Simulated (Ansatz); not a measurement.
# Li+ triflate in gamma-butyrolactone and sulfolane and fluoroethylene carbonate: a series in temperature

How do cells made at different temperatures differ in energy, pressure, forces, levels, charges and cost?

Computed with Ansatz 0.2.0: Kohn-Sham DFT, LDA, PAW (set soft_2). Every run is a single point, with the atoms held where the recipe put them (cutoff of the plane-wave runs 420 eV, fermi-dirac smearing of 0.05 eV).

First member: 5 gamma-butyrolactone, 7 sulfolane, 5 fluoroethylene carbonate, 2 Li+, 2 triflate placed at random, at 1.38 g/cm³; overlaps pushed apart, then 10 ps at 550 K with Joung-Cheatham ions (J. Phys. Chem. B 112, 9020 (2008)); MMFF94 bonds, angles, torsions, charges and radii (Halgren, J. Comput. Chem. 17, 490 (1996)) in harmonic and 12-6 forms; charges of ions scaled by 0.8. Snapshot after 30 ps at 290 K and fixed volume.

Last member: 5 gamma-butyrolactone, 7 sulfolane, 5 fluoroethylene carbonate, 2 Li+, 2 triflate placed at random, at 1.19 g/cm³; overlaps pushed apart, then 10 ps at 550 K with Joung-Cheatham ions (J. Phys. Chem. B 112, 9020 (2008)); MMFF94 bonds, angles, torsions, charges and radii (Halgren, J. Comput. Chem. 17, 490 (1996)) in harmonic and 12-6 forms; charges of ions scaled by 0.8. Snapshot after 30 ps at 470 K and fixed volume.

The members:

```
temperature (K)     reduced formula  atoms  valence electrons  k-mesh        basis  density (g/cm³)
            290  Li2H101C65S9O45F11    233                768   1×1×1  plane waves             1.38
            330  Li2H101C65S9O45F11    233                768   1×1×1  plane waves             1.34
            370  Li2H101C65S9O45F11    233                768   1×1×1  plane waves             1.29
            410  Li2H101C65S9O45F11    233                768   1×1×1  plane waves             1.25
            470  Li2H101C65S9O45F11    233                768   1×1×1  plane waves             1.19
```

Each cell is one sample from a classical run, so sample-to-sample scatter enters every column; pressures lack the kinetic term, and hold the strain of bonds inside molecules, whose lengths the classical model set.

The input of the first member, without its atom lines; other members have their own cell and atoms, and may differ in mesh, basis and outputs:

```yaml
crystal:
  lattice:
    - [13.65385, 0.0, 0.0]
    - [0.0, 13.65385, 0.0]
    - [0.0, 0.0, 13.65385]
  atoms:
    [... 233 lines ...]
kpoints:
  mp_grid: { grid: [1, 1, 1] }
hamiltonian:
  xc: lda
scf:
  occupations: { method: fermi_dirac, width: 0.05 }
output:
  forces: true
  stress: true
  populations: true
  dos:
    method: { smearing: { sigma: 0.08 } }
    de: 0.1
    projected: { site_lists: { C: [C], F: [F], H: [H], Li: [Li], O: [O] } }
  eigenvalues: true
  write_density: true
  write_potential: true
  volumetric_format: npy
```

Predict the trends along the series.

Results; charges are mean Löwdin charges in e:

```
temperature (K)  energy less the first member's (meV/atom)  pressure (GPa)  r.m.s. force (eV/Å)  gap (eV)  q(Li)   q(S)   q(F)
            290                                        0.0           0.775                1.000                3.76  +0.72  +2.15  -0.23
            330                                       -1.4          -0.387                 1.03                3.66  +0.74  +2.15  -0.24
            370                                       11.3           0.218                 1.13                3.83  +0.75  +2.15  -0.24
            410                                       10.7          -0.414                0.993                3.42  +0.74  +2.14  -0.23
            470                                       24.9          -0.315                 1.16                3.23  +0.74  +2.14  -0.24
```

The gap is that between the highest filled and lowest empty Kohn-Sham level on the run's k-points, and local or semilocal functionals tend to put gaps under measured ones. The projection misses up to 0.049 e an atom, so the charges add up to more than the cell's charge.

Cost on 8 threads of Arm Neoverse V1, shared host:

```
temperature (K)  atoms        basis  k-mesh  SCF cycles  time  host memory (GiB)
            290    233  plane waves   1×1×1          11  55 s                3.9
            330    233  plane waves   1×1×1          11  59 s                4.0
            370    233  plane waves   1×1×1          11  59 s                4.1
            410    233  plane waves   1×1×1          12  60 s                4.2
            470    233  plane waves   1×1×1          12  64 s                4.4
```

Times include the outputs that each run asked for, on hosts shared with other jobs.

**Reading.** The energy against the first member is lowest at 330 K (-1.4 meV/atom) and highest at 470 K (24.9 meV/atom); each member is a single configuration. The gap is lowest at 470 K (3.23 eV) and highest at 370 K (3.83 eV); in single samples it varies with the configuration. The density spans 1.19 to 1.38 g/cm³, so the columns mix its effect with that of the temperature. The pressure is lowest at 410 K (-0.41 GPa) and highest at 290 K (0.78 GPa), with no steady trend; the recipes set unlike densities, and the bond lengths of the classical model enter the pressure too.

**Limits.** The network of contacts between molecules at the start is that of the classical potential that made the cell, and needn't be the one that DFT or experiment would give. The cells aren't relaxed by DFT, which could reorder their energies. The functional has no dispersion term, which matters between molecules.

[Logs are printed without paths, hosts, clocks, repeated set-up lines and the standing remarks that a program may print on its own settings, such as how far it seeks lower states.]

[Hosts, paths, dates, database ids (printed as entryN), source tags and the programs' standing remarks are cut or masked in the printed files.]

[The MMFF94 radii named for the starting cell were scaled by 0.96; in molecules described by MMFF94, hydrogen bound to N, O or S took a small fixed 12-6 site in their place.]
